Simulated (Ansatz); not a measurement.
# Starting-point dependence of the GW gap of SnSe2 (P-3m1)

How much of the starting functional survives in the G0W0 gap of SnSe2 (P-3m1)?

Main program and level: Ansatz 0.2.0; G0W0 on several functionals, plane waves, PAW.

In doubt: masses and optical values from hybrid runs of this build are listed as unsure (step 4), which bears on the screening that GW takes from such a start.

## 1. The structure

It takes space group P-3m1 (No. 164, trigonal). Conventional cell: a = 3.811 Å, b = 3.811 Å, c = 6.136 Å, α = 90.00°, β = 90.00°, γ = 120.00°. Nearest to Sn lie 6 Se at 2.72 Å. Nearest to Se lie 3 Sn at 2.72 Å. Farther neighbours and most contacts between anions are not listed.

Geometry: measured cell, ions relaxed with PBE. The runs that relaxed it are not among those shown.

## 2. G0W0 on PBEsol

G0W0 replaces the xc potential by the self-energy, built once from these orbitals. Only a window of levels is corrected, while the sums run over the empty bands that the input names. This step takes PAW set soft_1 files.

This step: G0W0 on PBEsol, plane waves, PAW; PAW set soft_1.

File input.yaml:

```yaml
crystal:
  lattice:
    - [3.811, 0.0, 0.0]
    - [-1.9055, 3.3004228138, 0.0]
    - [0.0, 0.0, 6.136]
  atoms:
    - { symbol: Sn, position: [0.0, 0.0, 0.0] }
    - { symbol: Se, position: [0.3333333333, 0.6666666667, 0.2614399677] }
    - { symbol: Se, position: [0.6666666667, 0.3333333333, 0.7385600323] }
kpoints:
  mp_grid: { grid: [6, 6, 4] }
hamiltonian:
  xc: pbesol
  pseudopotentials: { kind: paw, azcp: { folder: soft_1 }, xc_functional: pbe }
scf:
  occupations: { method: fixed }
gw:
  n_empty_bands: 230
  ecut_chi: 120
  qp_bands: [v2, c2]
  qp_kpoints: band_edges
  screening: { model: contour_deformation }
```

Started as:

```
> ansatz run input.yaml --threads 3 --pin off --max-ram 92160MiB --backend cuda --events-out ev --progress --plain --runs-dir out --devices 1 --max-vram 13GiB
```

Numbers of over 12 decimals in the logs are rounded to 6 here.

What it wrote:

```text
GPUs: using 1 of 1 available (devices: 1).
Engine: ansatz 0.2.0, x86_64-unknown-linux-gnu
Pseudopotentials: kind: paw
Pseudopotential: Sn, paw, valence charge 14, recommended cutoff 420 eV (normal), soft_1/Sn.paw.azcp
Pseudopotential: Se, paw, valence charge 16, recommended cutoff 420 eV (normal), soft_1/Se.paw.azcp
Functional definition: PBEsol
  exchange = pbesol_x
  correlation = pbesol_c
device memory: the entry about to start is reckoned to put 0.9 GiB on a device that reports 47.1 GiB free (of which the cap on the GPU budget leaves the run 13.0 GiB)
GPU FFT provider: cuFFT
GPU libraries: cuBLAS 13.8.2, cuFFT 12.4.0, cuSOLVER 12.3.4
Crystal: 3 atoms, lattice volume = 77.178 Å³
Basis set: ecut = 420 eV, 1485 PW (Γ)
Bands: 28, of which v1, the nominal top of the filled ones, is band 23 counted from 1 (22 counted from 0)
Symmetry: 12 space group operations
Space group: P-3m1 (ITA 164), of the structure as read, at distance tolerance 4.3e-5 Å
k-points: 24 of 144
Non-local potential: Sn, projectors of the file, l = 0: 2, l = 1: 2, l = 2: 2, l = 3: 1
Non-local potential: Se, projectors of the file, l = 0: 2, l = 1: 2, l = 2: 3, l = 3: 1
PAW form: soft (Blöchl's): semilocal exchange-correlation on the pseudo side does not see the compensation charge
PAW frozen core: Sn, regenerated for the run's functional, and the local potential with it (the file was generated under x = pbe(κ = 0.804, μ = 0.219515), c = pbe(β = 0.066725))
PAW frozen core: Se, regenerated for the run's functional, and the local potential with it (the file was generated under x = pbe(κ = 0.804, μ = 0.219515), c = pbe(β = 0.066725))
PAW one-centre angular grid: Sn, 590 points (default); XC on 64 Gauss nodes
PAW one-centre angular grid: Se, 590 points (default); XC on 64 Gauss nodes
Initial density: superposition of atomic densities (chi_scale 0.1, normalization cell, long waves kept (reshape's long-wave potential 0.10 eV rms))
Initial wavefunctions: pseudopotential atomic-orbital guess
GPU buffer pool allocated for 32805 grid points (all kernels)
GPU transforms: local potential and band sums: pruned to the plane-wave sphere, on 25×25×45
Functional: x = pbesol(κ = 0.804, μ = 0.123457), c = pbesol(β = 0.046)
SCF iter   1: F=—  HF=-16799.747485 eV  |F-HF|=—  |Δ(HF+E_count)|=         —  Δρ=3.21e-2  dr2=1.77e0  ethr=3.10e-3  ⟨swp⟩=5.0  Hψ=2494  notcnv=0  defer=67
preconditioner: auto → Resta (q_TF=auto, 2.503 Å⁻¹)  ε∞=4.0  [insulator: Δε(μ)=0.498 eV  Ē_g=9.744 eV  n_scr=22 (ndim 8)  ℏωp=16.9 eV  f_vac=0.027  ε∞_Penn≈4.0]
SCF iter   2: F=—  HF=-16799.355035 eV  |F-HF|=—  |Δ(HF+E_count)|=   3.92e-1  Δρ=1.57e-2  dr2=2.29e-1  ethr=3.10e-3  ⟨swp⟩=2.0  Hψ=982  notcnv=0  defer=31
SCF iter   3: F=—  HF=-16799.294835 eV  |F-HF|=—  |Δ(HF+E_count)|=   6.02e-2  Δρ=5.20e-3  dr2=1.65e-2  ethr=4.98e-4  ⟨swp⟩=2.0  Hψ=811  notcnv=0  defer=67
SCF iter   4: F=—  HF=-16799.292503 eV  |F-HF|=—  |Δ(HF+E_count)|=   2.33e-3  Δρ=1.04e-3  dr2=1.27e-3  ethr=3.59e-5  ⟨swp⟩=2.0  Hψ=1246  notcnv=0  defer=69
SCF iter   5: F=—  HF=-16799.292444 eV  |F-HF|=—  |Δ(HF+E_count)|=   5.86e-5  Δρ=4.55e-4  dr2=1.71e-4  ethr=2.77e-6  ⟨swp⟩=2.0  Hψ=1251  notcnv=0  defer=69
SCF iter   6: F=—  HF=-16799.292613 eV  |F-HF|=—  |Δ(HF+E_count)|=   1.69e-4  Δρ=1.25e-4  dr2=1.54e-5  ethr=3.71e-7  ⟨swp⟩=3.0  Hψ=1248  notcnv=0  defer=69
SCF iter   7: F=—  HF=-16799.292633 eV  |F-HF|=—  |Δ(HF+E_count)|=   1.98e-5  Δρ=3.52e-5  dr2=9.65e-7  ethr=3.36e-8  ⟨swp⟩=2.0  Hψ=984  notcnv=0  defer=25
SCF iter   8: F=-16799.292635 eV  HF=-16799.292635 eV  |F-HF|=8.22e-8  |Δ(HF+E_count)|=   2.16e-6  Δρ=6.52e-6  dr2=7.02e-8  ethr=2.17e-10  ⟨swp⟩=9.1  Hψ=3037  notcnv=0
SCF 1 converged in 8 iterations: F = -16799.292635 eV  dr2 = 7.02e-8
  greatest PAW one-centre occupation: 1.000 electrons in one spin orbital (limit 2), on the Se atom at site 1 (counted from 0), in its partial waves of l = 2
device memory: the entry about to start is reckoned to put 0.9 GiB (of the 1.0 GiB reckoned in all, the device holds 0.1 GiB already) on a device that reports 45.0 GiB free (of which the cap on the GPU budget leaves the run 12.9 GiB)
NSCF: frozen V_eff on 24 k-points, pencils in batches of 32, up to order 112
the band table was solved once the SCF had ended and its energy, with any forces and stress, was formed, with the checks that follow a solve (2874 applications of the Hamiltonian). They found nothing against the state; the energy, forces and stress were not computed again (output.eigenvalues in the input reference)
device memory: the entry about to start is reckoned to put 4.1 GiB on a device that reports 45.0 GiB free (of which the cap on the GPU budget leaves the run 13.0 GiB)
NSCF: frozen V_eff on 24 k-points
G₀W₀ screening: q 1/24
[... further progress lines ...]
SCF converged after 8 iterations
Free energy (F): -16799.292635 eV
Harris-Foulkes:  -16799.292635 eV  (|F-HF|=8.22e-8)
Internal energy: -16799.292635 eV  (E = F + TS)
E sigma→0 (E₀):  -16799.292635 eV
Fermi energy:    7.773065 eV
--- Per-component energies (eV) ---
  E_band       = -873.206679
  E_kinetic    = 389.985406
  E_local      = -6551.354343  (includes V_loc(G=0)·N_el)
  E_nonlocal   = -558.297074
  E_hartree    = 3406.071614
  E_xc         = -293.106153
  E_vxc        = -260.244329  (∫ρ·V_xc dr)
  E_paw        = -8470.705060  (= ΣΔE_a)
  E_vpaw       = -705.434419  (= ΣTr[D̂ρ^β])
  E_aug_tail   = -0.000478  (compensation charges beyond the density's cutoff)
  E_ewald      = -4724.188291
  E_core_change = 2.301743  (= ΣΔE_core)
  E_smearing   = -0.000000  (= −TS)
  E_closure    = 0.000000  (closes the sum)
  Σ components = -16799.292635   (vs F -16799.292635, Δ=0.00e0)
--- Band table (eV; the first three rows and the last of 24) ---
  k-point 0: bands = [... 19 lower, 7.2814, 7.4930, 7.4930, 7.6673, 8.6674, 10.8437, 12.4297, 12.4297, ... 1 higher]
  k-point 1: bands = [... 19 lower, 7.1953, 7.1953, 7.6176, 7.6176, 9.6753, 10.8267, 12.2638, 12.2638, ... 1 higher]
  k-point 2: bands = [... 19 lower, 7.1441, 7.1441, 7.7089, 7.7089, 10.3296, 10.7056, 12.1081, 12.1081, ... 1 higher]
  k-point 23: bands = [... 19 lower, 3.6107, 4.0656, 7.4102, 7.4102, 10.0388, 12.0095, 12.0095, 13.5617, ... 1 higher]
--- G₀W₀: contour deformation, 7 samples at zero and on the imaginary axis and 2 off it, 144 q-points, 230 empty bands' worth ---
  eigenvalues of the whole cell's RPA ε∞ on this k-mesh (on a slab, of 1 + 4πα/V) = 12.0478, 15.6246, 15.6246; static W/v taken at q = 0 is 0.068457
  bands read: the sum over 253 bands ends inside a degenerate multiplet in 2 slots, whose members it reads at an even weight; the widest, k=0: bands 253 to 254 (counted from 1) at 1/2 each
  gw.qp_kpoints: band_edges: 19 of 24 stored k-points solved, in 1 pass; an edge of the gap read off the rows below is read off those points alone
    valence top: of the k-points left out ik 20 came nearest to being solved in a further pass, in band 23 (counted from 1, as in the quasiparticle table): it holds the edge there only if its correction is more favourable than any solved in that band by at least 0.517 eV; those differ by 0.045 eV
    conduction bottom: of the k-points left out ik 17 came nearest to being solved in a further pass, in band 24 (counted from 1, as in the quasiparticle table): it holds the edge there only if its correction is more favourable than any solved in that band by at least 0.719 eV; those differ by 0.130 eV
    ik  band        ε_KS         Σx   Σc(E_QP)       V_xc       Z   E_QP_lin       E_QP  E_QP is
     0    22      7.4930   -17.4562     1.6066   -15.4911  0.7196     7.1291     7.1345  root
     0    23      7.6673   -17.6177     1.6110   -15.6195  0.7289     7.2750     7.2800  root
     0    24      8.6674   -11.9302    -3.1482   -15.3303  0.7683     8.9204     8.9193  root
     0    25     10.8437    -8.1475    -4.0860   -12.4718  0.7728    11.0835    11.0820  root
     1    22      7.6176   -17.4882     1.5226   -15.6042  0.7244     7.2516     7.2562  root
     1    23      7.6176   -17.4882     1.5226   -15.6042  0.7244     7.2516     7.2562  root
     1    24      9.6753   -12.2864    -3.3142   -15.8225  0.7521     9.8984     9.8972  root
     1    25     10.8267    -8.4675    -4.1006   -12.8197  0.7710    11.0799    11.0783  root
     2    22      7.7089   -17.5437     1.4749   -15.7082  0.7264     7.3441     7.3484  root
     2    23      7.7089   -17.5437     1.4749   -15.7082  0.7264     7.3441     7.3484  root
     2    24     10.3296   -12.1849    -3.7541   -16.1922  0.7370    10.5836    10.5828  root
     2    25     10.7056    -8.4707    -4.0943   -12.8338  0.7748    10.9763    10.9744  root
     3    22      7.7305   -17.4943     1.5795   -15.5244  0.7284     7.3351     7.3401  root
     3    23      7.7724   -17.5871     1.5043   -15.7098  0.7274     7.3950     7.3993  root
     3    24      9.9529   -12.4031    -3.4992   -16.1243  0.7341    10.1757    10.1750  root
     3    25     11.4367    -8.3604    -4.2305   -12.8418  0.7699    11.6889    11.6877  root
     4    22      6.9204   -17.2172     1.8734   -14.9554  0.7091     6.5254     6.5320  root
     4    23      7.5420   -17.4556     1.6387   -15.4404  0.7217     7.1603     7.1655  root
     4    24      9.6623   -11.6644    -3.4231   -15.2938  0.7408     9.8695     9.8686  root
     4    25     11.9556    -8.8316    -4.3768   -13.4722  0.7629    12.2209    12.2194  root
     5    22      6.6367   -16.8486     1.9192   -14.5638  0.6985     6.2652     6.2711  root
     5    23      7.5367   -17.3404     1.5899   -15.3791  0.7216     7.1600     7.1653  root
     5    24      9.8423   -11.3770    -3.5867   -15.1810  0.7418    10.0609    10.0596  root
     5    25     11.9404    -9.2986    -4.3719   -13.9538  0.7657    12.2253    12.2237  root
[...]
21    22      6.0150   -16.4308     2.3855   -13.6782  0.6780     5.6469     5.6479  root
    21    23      6.0150   -16.4308     2.3855   -13.6782  0.6780     5.6469     5.6479  root
    21    24      8.7180   -10.5223    -3.1422   -13.8096  0.7524     8.8635     8.8631  root
    21    25     13.9830    -9.6297    -5.1251   -15.0235  0.6955    14.2540    14.2516  root
    23    22      7.4102   -17.3450     1.6838   -15.2663  0.7197     7.0091     7.0154  root
    23    23      7.4102   -17.3450     1.6838   -15.2663  0.7197     7.0091     7.0154  root
    23    24     10.0388   -11.9050    -3.8556   -15.9838  0.7137    10.2638    10.2621  root
    23    25     12.0095    -7.9681    -4.2517   -12.4403  0.7699    12.2309    12.2301  root
```

Run time: 35 s. Hardware: 1 × NVIDIA H100 80GB HBM3 (shared by 6 runs) with 3 threads of AMD EPYC 7R13 (Zen 3), shared host; peak memory 1.5 GiB; 55 s of CPU time.

Reading the cycles: dr2 is the Hartree energy of the density residual (eV), the measure of convergence; HF is the Harris–Foulkes estimate of the energy, which meets the free energy F at convergence.

This step gave:

```yaml
bands_summed: 253
rpa_eps_infinity_on_this_mesh_eigenvalues: 12.05, 15.62, 15.62
plane_waves_in_the_screening_matrix: 245
q_points_in_the_mesh: 144
g0w0_gap_on_the_mesh: 1.134 eV
k_of_the_valence_top: 0, 0.1667, -0.25
k_of_the_conduction_bottom: 0, -0.5, -0.5
starting_gap_on_the_mesh: 0.6412 eV
z_at_the_valence_top: 0.7275
z_at_the_conduction_bottom: 0.7506
least_direct_g0w0_gap_on_the_computed_points: 1.639 eV
```

The gap on the mesh goes from 0.64 eV to 1.13 eV, a correction of +0.49 eV. Between the two edge states, bare exchange in place of the xc potential would open the gap by 4.79 eV, and correlation takes back 4.30 eV.

## 3. G0W0 on PBE

The same correction from a different start measures what one shot leaves open.

This step: G0W0 on PBE, plane waves, PAW; PAW set soft_1.

Edit input.yaml of step 2 so:

```diff
@@ -12,4 +12,4 @@
 hamiltonian:
-  xc: pbesol
-  pseudopotentials: { kind: paw, azcp: { folder: soft_1 }, xc_functional: pbe }
+  xc: pbe
+  pseudopotentials: { kind: paw, azcp: { folder: soft_1 } }
 scf:
```

What it wrote:

```text
GPUs: using 1 of 1 available (devices: 1).
[...]
GPU FFT provider: cuFFT
GPU libraries: cuBLAS 13.8.2, cuFFT 12.4.0, cuSOLVER 12.3.4
Crystal: 3 atoms, lattice volume = 77.178 Å³
Basis set: ecut = 420 eV, 1485 PW (Γ)
Bands: 28, of which v1, the nominal top of the filled ones, is band 23 counted from 1 (22 counted from 0)
[... 1 set-up line as in the run before ...]
[...]
k-points: 24 of 144
[...]
GPU buffer pool allocated for 32805 grid points (all kernels)
[...]
SCF iter   1: F=—  HF=-16963.819844 eV  |F-HF|=—  |Δ(HF+E_count)|=         —  Δρ=3.23e-2  dr2=1.66e0  ethr=3.10e-3  ⟨swp⟩=5.0  Hψ=2578  notcnv=0  defer=67
[...]
SCF iter   8: F=-16963.419068 eV  HF=-16963.419068 eV  |F-HF|=1.94e-7  |Δ(HF+E_count)|=   4.23e-6  Δρ=7.68e-6  dr2=8.43e-8  ethr=2.17e-10  ⟨swp⟩=7.8  Hψ=3157  notcnv=0
SCF 1 converged in 8 iterations: F = -16963.419068 eV  dr2 = 8.43e-8
[...]
NSCF: frozen V_eff on 24 k-points, pencils in batches of 32, up to order 112
[...]
NSCF: frozen V_eff on 24 k-points
G₀W₀ screening: q 1/24
[... further progress lines ...]
SCF converged after 8 iterations
Free energy (F): -16963.419068 eV
[...]
Internal energy: -16963.419068 eV  (E = F + TS)
E sigma→0 (E₀):  -16963.419068 eV
Fermi energy:    7.889192 eV
[...]
--- Band table (eV; the first three rows and the last of 24) ---
  k-point 0: bands = [... 19 lower, 7.4043, 7.6111, 7.6111, 7.7880, 8.8794, 11.0728, 12.6065, 12.6065, ... 1 higher]
  k-point 1: bands = [... 19 lower, 7.3180, 7.3180, 7.7348, 7.7348, 9.8595, 11.0538, 12.4424, 12.4424, ... 1 higher]
  k-point 2: bands = [... 19 lower, 7.2669, 7.2669, 7.8248, 7.8248, 10.4989, 10.9428, 12.2884, 12.2884, ... 1 higher]
  k-point 23: bands = [... 19 lower, 3.7758, 4.2254, 7.5327, 7.5327, 10.1903, 12.2199, 12.2199, 13.7625, ... 1 higher]
[...]
0    22      7.6111   -17.4925     1.6488   -15.4207  0.7215     7.1810     7.1883  root
     0    23      7.7880   -17.6626     1.6583   -15.5492  0.7305     7.3263     7.3331  root
     0    24      8.8794   -11.9369    -3.1384   -15.2112  0.7699     9.0155     9.0152  root
     0    25     11.0728    -8.1307    -4.0547   -12.2763  0.7749    11.1639    11.1637  root
     1    22      7.7348   -17.5248     1.5659   -15.5328  0.7261     7.3025     7.3088  root
     1    23      7.7348   -17.5248     1.5659   -15.5328  0.7261     7.3025     7.3088  root
     1    24      9.8595   -12.3035    -3.3000   -15.7335  0.7539     9.9900     9.9895  root
     1    25     11.0538    -8.4206    -4.0705   -12.5975  0.7730    11.1605    11.1602  root
[...]
23    22      7.5327   -17.3922     1.7299   -15.1997  0.7218     7.0616     7.0702  root
    23    23      7.5327   -17.3922     1.7299   -15.1997  0.7218     7.0616     7.0702  root
    23    24     10.1903   -11.9121    -3.8127   -15.8864  0.7150    10.3523    10.3518  root
    23    25     12.2199    -7.9741    -4.2169   -12.2840  0.7711    12.3130    12.3128  root
```

Run time: 28 s. Hardware: 1 × NVIDIA H100 80GB HBM3 (shared by 6 runs) with 3 threads; peak memory 1.5 GiB.

Numbers from this step:

- bands summed: 253
- RPA ε∞ on this mesh (eigenvalues): 11.01, 14.42, 14.42
- plane waves in the screening matrix: 245
- q-points in the mesh: 144
- G0W0 gap on the mesh: 1.168 eV
- k of the valence top: 0, 0.1667, -0.25
- k of the conduction bottom: 0, -0.5, -0.5
- starting gap on the mesh: 0.7024 eV
- Z at the valence top: 0.7291
- Z at the conduction bottom: 0.7526
- least direct G0W0 gap on the computed points: 1.682 eV

Against the run with 6×6×4 mesh, 230 empty bands, screening to 120 eV, PAW set soft_1 files on PBEsol, the gap moves by +0.03 eV, while the start moved by +0.06 eV.

## 4. G0W0 on HSE06

This step: G0W0 on HSE06, plane waves, PAW; PAW set soft_1.

Edit input.yaml of step 3 so:

```diff
@@ -12,3 +12,3 @@
 hamiltonian:
-  xc: pbe
+  xc: hse06
   pseudopotentials: { kind: paw, azcp: { folder: soft_1 } }
```

What it wrote:

```text
GPUs: using 1 of 1 available (devices: 1).
[...]
davidson cushion auto → on  (no smearing: the cushion is to keep the highest requested band from converging to the state above it; pin scf.eigensolver.cushion to override)
[...]
GPU FFT provider: cuFFT
GPU libraries: cuBLAS 13.8.2, cuFFT 12.4.0, cuSOLVER 12.3.4
Crystal: 3 atoms, lattice volume = 77.178 Å³
Basis set: ecut = 420 eV, 1485 PW (Γ)
[...]
1    24     10.0953   -11.9205    -3.3799   -15.3723  0.7901    10.1673    10.1672  root
     1    25     11.3597    -8.1668    -3.9535   -12.0951  0.7999    11.3345    11.3345  root
[...]
23    22      6.9866   -17.4090     1.5905   -15.6818  0.7601     6.8495     6.8499  root
    23    23      6.9866   -17.4090     1.5905   -15.6818  0.7601     6.8495     6.8499  root
    23    24     10.4906   -11.6152    -3.7407   -15.4230  0.7597    10.5577    10.5576  root
    23    25     12.5820    -7.7087    -4.0602   -11.6984  0.7976    12.5116    12.5115  root
[key lines of the parts left out:]
Free energy (F): -16970.542760 eV
Fermi energy:    7.395723 eV
```

Run time: 67 s. Hardware: 1 × NVIDIA H100 80GB HBM3 (shared by 6 runs) with 3 threads; peak memory 1.9 GiB.

Numbers from this step:

```yaml
bands_summed: 253
rpa_eps_infinity_on_this_mesh_eigenvalues: 7.189, 9.496, 9.496
plane_waves_in_the_screening_matrix: 245
g0w0_gap_on_the_mesh: 1.486 eV
k_of_the_valence_top: 0, 0.1667, -0.25
k_of_the_conduction_bottom: 0, -0.5, -0.5
starting_gap_on_the_mesh: 1.302 eV
least_direct_g0w0_gap_on_the_computed_points: 2.030 eV
```

Against the run with 6×6×4 mesh, 230 empty bands, screening to 120 eV, PAW set soft_1 files on PBE, the gap moves by +0.32 eV, while the start moved by +0.60 eV.

## 5. The starts together

All on the 6×6×4 mesh with 230 empty bands and screening to 120 eV. Times are wall times on 1 × NVIDIA H100 80GB HBM3 (shared by 6 runs) with 3 threads of AMD EPYC 7R13 (Zen 3), shared host, good to a factor of about two.

```
 start  starting gap (eV)  shift (eV)  G0W0 gap (eV)  RPA ε∞ (harmonic mean)  Z (valence, conduction)  time
PBEsol               0.64       +0.49           1.13                   14.22               0.73, 0.75  35 s
   PBE               0.70       +0.47           1.17                   13.07               0.73, 0.75  28 s
 HSE06               1.30       +0.18           1.49                    8.58               0.77, 0.79  67 s
```

How the two edges are built up, in eV (the quasiparticle level is the starting level plus Σx plus Σc less Vxc):

```csv
run,edge,start,Σx,Σc,Vxc,Z,QP
PBEsol,valence top,7.77,-17.51,1.47,-15.67,0.73,7.40
PBEsol,conduction bottom,8.41,-11.63,-2.83,-14.59,0.75,8.54
PBE,valence top,7.89,-17.55,1.51,-15.60,0.73,7.46
PBE,conduction bottom,8.59,-11.60,-2.83,-14.46,0.75,8.62
HSE06,valence top,7.40,-17.54,1.39,-16.01,0.77,7.26
HSE06,conduction bottom,8.70,-11.04,-3.01,-14.11,0.79,8.75
```

For a hybrid start, Vxc holds its share of exact exchange.

## 6. Summary of results

```json
{"G0W0@PBEsol": "1.13 eV (start 0.64 eV)", "G0W0@PBE": "1.17 eV (start 0.70 eV)", "G0W0@HSE06": "1.49 eV (start 1.30 eV)", "known limits": "not at the basis limit; no spin-orbit coupling; coarse k mesh"}
```

**Reading.** The starting gaps span 0.66 eV and the G0W0 gaps 0.35 eV. Between PBEsol and HSE06, 0.35 eV of the 0.66 eV survives, 53 %. HSE06 screens less than PBEsol (ε∞ 8.58 against 14.22). Of the 0.35 eV by which its G0W0 gap is higher, the correlation part gives −0.10 eV, and exchange with the one-particle terms, which follow the orbitals, +0.46 eV. The smallest correction, +0.18 eV, is on HSE06, the start nearest to reproducing itself. Bands and cutoff are finite, so the gap is not at the basis limit. The miss can reach some tenths of an eV and take either sign; the mesh is an error of its own. The 6×6×4 mesh is coarse for this cell (its supercell is 23 Å along the shortest edge). The RPA ε∞ on it, from the PBEsol start, is 12.05 and 15.62; such meshes misread the long-range screening, most where the gap is narrow. The many-body steps are scalar-relativistic: spin-orbit coupling is not in them.

[Paths, hosts, dates, memory and timing lines, banners, echoed tables and standing remarks are left out of the program output.]

[Logs are printed without paths, hosts, clocks, repeated set-up lines and the standing remarks that a program may print on its own settings, such as how far it seeks lower states.]

[Runs of the session that timed out or met a known fault of the program may be left out.]

[Cells called generated may have been cut or substituted from an entry of the Crystallography Open Database or the Materials Project.]

[Hosts, paths, dates, database ids (printed as entryN), source tags and the programs' standing remarks are cut or masked in the printed files.]
